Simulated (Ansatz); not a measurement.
# Y on Mo(100): change of the work function, part 2 of 2

Aim: the work function of Mo(100) at several coverages of Y (hollow site), and the dipole that each adsorbate carries.

Ansatz 0.2.0; plane-wave DFT, PBE, Ansatz PAW.

So far, work function, upper face (eV): step 2 (the clean slab) 3.83; step 3 (37 atoms, coverage 0.111 ML, cell 3x3) 3.26.

### Step 4. Adsorbate added, k-mesh 6×6×1, coverage 0.25 ML

System of this step: YMo16 (Y/Mo(100)). The cell holds 17 atoms: 16 Mo and 1 Y. Cell: a = 6.300 Å, b = 6.300 Å, c = 25.354 Å, α = 90.0°, β = 90.0°, γ = 90.0°. Vacuum lies along c.

Another coverage, to see how the dipoles act on each other as their distance changes.

Input file input.yaml:

```yaml
crystal:
  lattice:
    - [6.3, 0.0, 0.0]
    - [0.0, 6.3, 0.0]
    - [0.0, 0.0, 25.3543791286]
  atoms:
    - { symbol: Mo, position: [0.25, 0.25, 0.3549682662] }
    - { symbol: Mo, position: [0.0, 0.0, 0.4170877128] }
    - { symbol: Mo, position: [0.25, 0.25, 0.4818485912] }
    - { symbol: Mo, position: [0.0, 0.0, 0.536350594] }
    - { symbol: Mo, position: [0.25, 0.75, 0.3549682662] }
    - { symbol: Mo, position: [0.0, 0.5, 0.4170877128] }
    - { symbol: Mo, position: [0.25, 0.75, 0.4818485912] }
    - { symbol: Mo, position: [0.0, 0.5, 0.536350594] }
    - { symbol: Mo, position: [0.75, 0.25, 0.3549682662] }
    - { symbol: Mo, position: [0.5, 0.0, 0.4170877128] }
    - { symbol: Mo, position: [0.75, 0.25, 0.4818485912] }
    - { symbol: Mo, position: [0.5, 0.0, 0.536350594] }
    - { symbol: Mo, position: [0.75, 0.75, 0.3549682662] }
    - { symbol: Mo, position: [0.5, 0.5, 0.4170877128] }
    - { symbol: Mo, position: [0.75, 0.75, 0.4818485912] }
    - { symbol: Mo, position: [0.5, 0.5, 0.536350594] }
    - { symbol: "Y", position: [0.25, 0.25, 0.6450317338] }
kpoints:
  mp_grid: { grid: [6, 6, 1] }
hamiltonian:
  xc: pbe
scf:
  occupations: { method: fermi_dirac, width: 0.1 }
  convergence: { dr2_threshold: 1.0e-08 }
efield:
  axis: 3
  dipole_correction: true
  ramp_position: 0.97
  ramp_width: 0.06
relax:
  f_tol: 0.02
  max_steps: 60
  constraints: [{ sites: [0, 1, 4, 5, 8, 9, 12, 13] }]
output:
  dos: { projected: true, e_range: [-8, 4] }
  write_potential: true
  write_density: true
  volumetric_format: npy
  elf: true
```

Launch:

```
> ansatz run input.yaml --threads 4 --pin off --max-ram 16384MiB --backend cpu --events-out ev --progress --plain --runs-dir out
```

Wall time 5.1 min (4 threads of Arm Neoverse V2, shared host); peak memory 3.5 GiB.

Relaxation path:

```
step  energy less that of the first step (eV)  largest force component (eV/Å)
   1                                   0.0000                          2.5421
   2                                  -0.6010                          2.4849
   3                                  -1.0800                          2.1393
   4                                  -1.4447                          1.4637
   5                                  -1.6412                          0.6544
   6                                  -1.6770                          0.3380
   7                                  -1.6822                          0.0903
   8                                  -1.6828                          0.0140
```

Forces are held to the 8 operations that the run works with; a distortion that breaks them can't arise in this run.

The atoms that moved most (Å):

```
atom      dx      dy      dz  length
 Y17   0.000   0.000  -0.891   0.891
Mo16   0.028   0.028   0.025   0.047
Mo12   0.028  -0.028   0.025   0.047
 Mo8  -0.028   0.028   0.025   0.047
 Mo4  -0.028  -0.028   0.025   0.047
Mo15   0.000   0.000  -0.019   0.019
 Mo7   0.000   0.000  -0.015   0.015
Mo11   0.000   0.000  -0.015   0.015
```

The relaxed structure:

```
Mo Y
1.0
     6.30000    0.00000    0.00000
     0.00000    6.30000    0.00000
     0.00000    0.00000   25.35438
Mo Y
16 1
Cartesian
  1.5750 1.5750 9.0000
  0.0000 0.0000 10.5750
  1.5750 1.5750 12.2149
  -0.0281 -0.0281 13.6237
  1.5750 4.7250 9.0000
  0.0000 3.1500 10.5750
  1.5750 4.7250 12.2024
  -0.0281 3.1781 13.6237
  4.7250 1.5750 9.0000
  3.1500 0.0000 10.5750
  4.7250 1.5750 12.2024
  3.1781 -0.0281 13.6237
  4.7250 4.7250 9.0000
  3.1500 3.1500 10.5750
  4.7250 4.7250 12.1981
  3.1781 3.1781 13.6237
  1.5750 1.5750 15.4630
```

Numbers from this step:

```yaml
energy_at_zero_smearing: -83129.1926 eV
work_function_upper_face: 2.768 eV
work_function_lower_face: 3.878 eV
dipole_along_the_normal: 0.2433 e·Å
step_between_the_vacuum_levels: -1.109 eV
```

The density of states has structure finer than the step of the table below, so its rows give means over 0.25 eV, whole bins alone (the curve runs from -8 to 1.68 eV). Peaks (eV: height): -3.070: 45.3, -3.010: 42.5, -2.440: 40.0, -2.350: 41.4, -0.450: 36.1, 1.230: 36.5, 1.470: 51.0.

The density of states by energy, zero at the Fermi level; means over each step:

```
energy (eV)  density of states (states/eV a cell)
      -6.25                                2.1e-4
      -6.00                                  1.00
      -5.75                                  1.32
      -5.50                                  1.54
      -5.25                                  1.69
      -5.00                                  1.95
      -4.75                                  4.39
      -4.50                                  9.14
      -4.25                                  14.7
      -4.00                                  19.5
      -3.75                                  15.6
      -3.50                                  14.7
      -3.25                                  28.5
      -3.00                                  29.1
      -2.75                                  19.3
      -2.50                                  24.1
      -2.25                                  20.9
      -2.00                                  18.8
      -1.75                                  23.8
      -1.50                                  15.6
      -1.25                                  20.1
      -1.00                                  16.8
      -0.75                                  25.3
      -0.50                                  29.0
      -0.25                                  28.9
       0.00                                  19.8
       0.25                                  11.8
       0.50                                  19.0
       0.75                                  20.0
       1.00                                  18.0
       1.25                                  23.4
       1.50                                  28.2
```

Projected DOS per atom over height of the atomic layer and energy from the Fermi level. Layers: Mo4 Mo4 Mo4 Mo4 Y from below.

Ten even steps from '0' (0.00 states/eV) to '9' (3.02 states/eV), each cell a mean:
```
75435
43322
42237
41133
93263
62275
42243
33242
43341
45640
36630
35431
14430
14410
01100
00000
00000
00000
00000
00000
00000
00000
```
Columns: height of the atomic layer (Å) from 9 to 15.5 (not evenly spaced); rows upwards: energy from the Fermi level (eV) from -7.96 to 1.65.

ELF in the ca plane at fractional y = 0.250, with atoms of Mo and Y within 0.2 Å of it. It is the smooth field of the valence electrons, not physical close to the nuclei.

Values, 9 rows by 16 columns, each cell a mean:
```
0.09 0.18 0.26 0.34 0.40 0.27 0.30 0.39 0.43 0.31 0.18 0.09 0.02 0.00 0.00 0.00
0.04 0.17 0.63 0.42 0.31 0.55 0.49 0.31 0.29 0.20 0.08 0.02 0.00 0.00 0.00 0.00
0.04 0.18 0.62 0.44 0.29 0.56 0.51 0.29 0.27 0.17 0.07 0.02 0.00 0.00 0.00 0.00
0.08 0.16 0.33 0.33 0.40 0.29 0.31 0.38 0.40 0.32 0.17 0.07 0.01 0.00 0.00 0.00
0.12 0.24 0.27 0.38 0.39 0.32 0.36 0.41 0.37 0.17 0.13 0.14 0.05 0.01 0.00 0.00
0.07 0.16 0.47 0.36 0.38 0.39 0.36 0.40 0.41 0.65 0.15 0.13 0.10 0.02 0.00 0.00
0.04 0.19 0.59 0.45 0.26 0.55 0.52 0.24 0.62 0.70 0.29 0.10 0.11 0.03 0.00 0.00
0.05 0.16 0.57 0.39 0.35 0.47 0.43 0.36 0.48 0.74 0.19 0.12 0.10 0.02 0.00 0.00
0.11 0.22 0.26 0.37 0.39 0.30 0.34 0.43 0.33 0.20 0.11 0.14 0.07 0.01 0.00 0.00
```
Columns run along c (16.0 Å, from fractional 0.26 to 0.89 of the cell), rows up along a (6.3 Å). Atoms in or near the plane, at fractional coordinates: Mo at (0.35, 0.25), Mo at (0.48, 0.25), Mo at (0.35, 0.75), Mo at (0.48, 0.75), Y at (0.61, 0.25).

Valence density in the ca plane at fractional y = 0.250, with atoms of Mo and Y within 0.2 Å of it. It is the smooth field of the valence electrons, not physical close to the nuclei.

Ten steps, logarithmic in the rise over the least value, from '0' (0.0 e/Å³) to '9' (6.5 e/Å³), each cell a mean:
```
00011233333333333333322211000000000000000000
00012356543333455543222110000000000000000000
00013689864334689853221100000000000000000000
00014799974335899963221100000000000000000000
00014799974335899963221100000000000000000000
00013688864334688853221100000000000000000000
00012355543333455543322110000000000000000000
00011233333333333333322211000000000000000000
00001223333333333333332221110000000000000000
00011344433333344433333334321000000000000000
00012577753333577643333567642000000000000000
00013799974334799864334788863100000000000000
00014799974335899974334788863100000000000000
00013799974334799864334788863100000000000000
00012577653333577643333567641000000000000000
00011234433333344433333334321000000000000000
00001223333333333333332221110000000000000000
```
Columns run along c (16.0 Å, from fractional 0.26 to 0.89 of the cell), rows up along a (6.3 Å). Atoms in or near the plane, at fractional coordinates: Mo at (0.35, 0.25), Mo at (0.48, 0.25), Mo at (0.35, 0.75), Mo at (0.48, 0.75), Y at (0.61, 0.25).

Electrostatic potential energy in the ca plane at fractional y = 0.250, with atoms of Mo and Y within 0.2 Å of it. With pseudopotentials it is smooth inside the atoms' cores, unlike the true potential.

Values in eV, 9 rows by 16 columns, each cell a mean:
```
  6   4  -6   1   4  -4  -2   5   6   6   6   6   6   6   6   6
  6  -4 -52 -22   2 -44 -35   5   7   7   7   6   6   6   6   6
  6  -6 -59 -28   1 -50 -41   5   7   7   7   6   6   6   6   6
  6   3 -13  -2   4 -10  -7   5   7   6   6   6   6   6   6   6
  7   5   2   4   4   3   3   5   4   2   4   5   6   6   6   6
  6   1 -27  -8   3 -21 -17   4 -13 -25   0   5   6   6   6   6
  6  -7 -64 -31   1 -54 -46   2 -34 -52  -5   4   6   6   6   6
  6  -1 -39 -14   3 -31 -25   3 -19 -33  -2   5   6   6   6   6
  6   5   0   3   4   1   2   5   2  -1   3   5   6   6   6   6
```
Columns run along c (16.0 Å, from fractional 0.26 to 0.89 of the cell; values clipped at the 3rd and 97th percentile), rows up along a (6.3 Å). Atoms in or near the plane, at fractional coordinates: Mo at (0.35, 0.25), Mo at (0.48, 0.25), Mo at (0.35, 0.75), Mo at (0.48, 0.75), Y at (0.61, 0.25).

The relaxation took 8 steps and lowered the energy by 1.7 eV; the largest force on the free atoms ends at 0.014 eV/Å.

By hand: a sheet of dipoles makes a step −p/(ε₀A) in the electron's potential. With e/ε₀ = 180.95 V·Å, p = 0.2433 e·Å and A = 39.69 Å², that is −180.95 × (0.2433) / 39.69 = -1.109 eV, and the two vacuum levels of the run differ by -1.109 eV.

The covered face has 2.77 eV, -1.06 eV against the clean one; the bare back face has moved by +0.02 eV, a measure of how thin the slab is.

### Step 5. The covered slab, k-mesh 6×6×1, coverage 0.5 ML

System of this step: YMo8 (Y/Mo(100)). The cell holds 18 atoms: 16 Mo and 2 Y. Its edges and angles: a = 6.300 Å, b = 6.300 Å, c = 25.354 Å, α = 90.0°, β = 90.0°, γ = 90.0°. Vacuum lies along c.

Edit input.yaml of step 4 so:

```diff
@@ -23,2 +23,3 @@
     - { symbol: "Y", position: [0.25, 0.25, 0.6450317338] }
+    - { symbol: "Y", position: [0.75, 0.75, 0.6450317338] }
 kpoints:
```

It took 4.5 min on 4 threads; peak memory 3.7 GiB; 18 min of CPU time.

Relaxation path:

```
step  energy less that of the first step (eV)  largest force component (eV/Å)
   1                                   0.0000                          2.1036
   2                                  -1.1504                          2.0756
   3                                  -1.9519                          1.6509
   4                                  -2.4687                          0.8888
   5                                  -2.6497                          0.3424
   6                                  -2.6823                          0.2272
   7                                  -2.6908                          0.0124
```

The run keeps the 16 symmetry operations that it works with, so distortions that break them were not tested.

The atoms that moved most (Å):

```
atom     dx     dy      dz  length
 Y18  0.000  0.000  -0.804   0.804
 Y17  0.000  0.000  -0.804   0.804
 Mo4  0.000  0.000   0.045   0.045
 Mo8  0.000  0.000   0.045   0.045
Mo16  0.000  0.000   0.045   0.045
Mo12  0.000  0.000   0.045   0.045
 Mo7  0.000  0.000  -0.028   0.028
Mo11  0.000  0.000  -0.028   0.028
```

The relaxed structure:

```cif
data_structure
_symmetry_space_group_name_H-M 'P 1'
_symmetry_Int_Tables_number 1
_cell_length_a 6.3000
_cell_length_b 6.3000
_cell_length_c 25.3544
_cell_angle_alpha 90.000
_cell_angle_beta 90.000
_cell_angle_gamma 90.000
_cell_volume 1006.32
loop_
_atom_site_label
_atom_site_type_symbol
_atom_site_fract_x
_atom_site_fract_y
_atom_site_fract_z
_atom_site_occupancy
Mo1 Mo 0.25000 0.25000 0.35497 1
Mo2 Mo 0.00000 0.00000 0.41709 1
Mo3 Mo 0.25000 0.25000 0.48186 1
Mo4 Mo 0.00000 0.00000 0.53812 1
Mo5 Mo 0.25000 0.75000 0.35497 1
Mo6 Mo 0.00000 0.50000 0.41709 1
Mo7 Mo 0.25000 0.75000 0.48076 1
Mo8 Mo 0.00000 0.50000 0.53812 1
Mo9 Mo 0.75000 0.25000 0.35497 1
Mo10 Mo 0.50000 0.00000 0.41709 1
Mo11 Mo 0.75000 0.25000 0.48076 1
Mo12 Mo 0.50000 0.00000 0.53812 1
Mo13 Mo 0.75000 0.75000 0.35497 1
Mo14 Mo 0.50000 0.50000 0.41709 1
Mo15 Mo 0.75000 0.75000 0.48186 1
Mo16 Mo 0.50000 0.50000 0.53812 1
Y17 Y 0.25000 0.25000 0.61332 1
Y18 Y 0.75000 0.75000 0.61332 1
```

Running mean over 1.575 Å of the planar mean; the ramp of the sawtooth is left out. The electron's electrostatic potential energy less the Fermi level by z:

```
z (Å)  electron's electrostatic potential energy less the Fermi level (eV)
  3.5                                                                 3.86
  4.0                                                                 3.86
  4.5                                                                 3.86
  5.0                                                                 3.85
  5.5                                                                 3.83
  6.0                                                                 3.78
  6.5                                                                 3.61
  7.0                                                                 3.13
  7.5                                                                 1.62
  8.0                                                                -2.55
  8.5                                                                -8.12
  9.0                                                                -11.4
  9.5                                                                -12.1
 10.0                                                                -12.3
 10.5                                                                -12.4
 11.0                                                                -12.2
 11.5                                                                -12.2
 12.0                                                                -12.6
 12.5                                                                -13.6
 13.0                                                                -13.8
 13.5                                                                -12.7
 14.0                                                                -10.1
 14.5                                                                -6.54
 15.0                                                                -4.50
 15.5                                                                -4.41
 16.0                                                                -3.39
 16.5                                                                -1.14
 17.0                                                                0.900
 17.5                                                                 1.83
 18.0                                                                 2.19
 18.5                                                                 2.34
 19.0                                                                 2.40
 19.5                                                                 2.42
 20.0                                                                 2.43
 20.5                                                                 2.44
 21.0                                                                 2.44
 21.5                                                                 2.44
 22.0                                                                 2.44
```

The relaxation took 7 steps and lowered the energy by 2.7 eV; the largest force on the free atoms ends at 0.012 eV/Å.

The covered face has 2.44 eV, -1.39 eV against the clean one; the bare back face has moved by +0.00 eV, a measure of how thin the slab is.

### Step 6. Work function against coverage

This step: plane-wave DFT, PBE, Ansatz PAW; work function against coverage (Ansatz 0.2.0).

The runs are now put side by side.

This step gave:

```yaml
work_function_of_the_clean_face: 3.830 eV
largest_change_of_the_work_function: -1.391 eV
```

Work function of the covered face against coverage:

```
coverage (adsorbates/nm²)  work function of the covered face (eV)
                     0.00                                    3.83
                     1.12                                    3.26
                     2.52                                    2.77
                     5.04                                    2.44
```

The dipole per adsorbate comes from the change of the cell's dipole. Coverage, by row:

```
coverage (1/nm²)  coverage (ML)  work function (eV)  change (eV)  dipole per adsorbate, positive end outwards (debye)  mean height of the added atoms over the highest substrate atom (Å)
            1.12         0.1111               3.256      -0.5744                                                1.374                                                               1.844
            2.52           0.25               2.768       -1.062                                                1.137                                                               1.839
           5.039            0.5               2.439       -1.391                                                0.733                                                               1.907
```

### Step 7. Results

| Item | Value |
| --- | --- |
| work function of the clean face | 3.83 eV |
| work function at 0.11 ML | 3.26 eV |
| work function at 0.25 ML | 2.77 eV |
| work function at 0.5 ML | 2.44 eV |
| dipole per adsorbate at 0.11 ML, positive end outwards | 1.37 D |

What this shows: Y lowers the work function of Mo(100) at the lowest coverage, by 0.57 eV: the adsorbate layer has its positive end outwards. The dipole per adsorbate falls from 1.37 to 0.73 D as the layer fills. Neighbouring dipoles depolarise each other, and heights and bonding change with coverage too. The slab has 4 layers, at the tabulated experimental lattice constant, one starting site was run, and quantum-size effects of a slab this thin can reach one or two tenths of an eV. The main runs have no spin polarisation; a magnetic state could lie lower and would change these results.

[Logs are printed without paths, hosts, clocks, repeated set-up lines and the standing remarks that a program may print on its own settings, such as how far it seeks lower states.]

[Hosts, paths, dates, database ids (printed as entryN), source tags and the programs' standing remarks are cut or masked in the printed files.]

[Maps of the electrostatic potential energy from Ansatz leave out the sawtooth potential of an applied field or a dipole correction, so their vacuum need not be flat; planar profiles and work functions include it.]

[The density of states shown here was stored with 400 of the rows of the run's finer table, so its peaks can read low, often by over a quarter, or be missed, and its means over a window can be off by a tenth or more.]
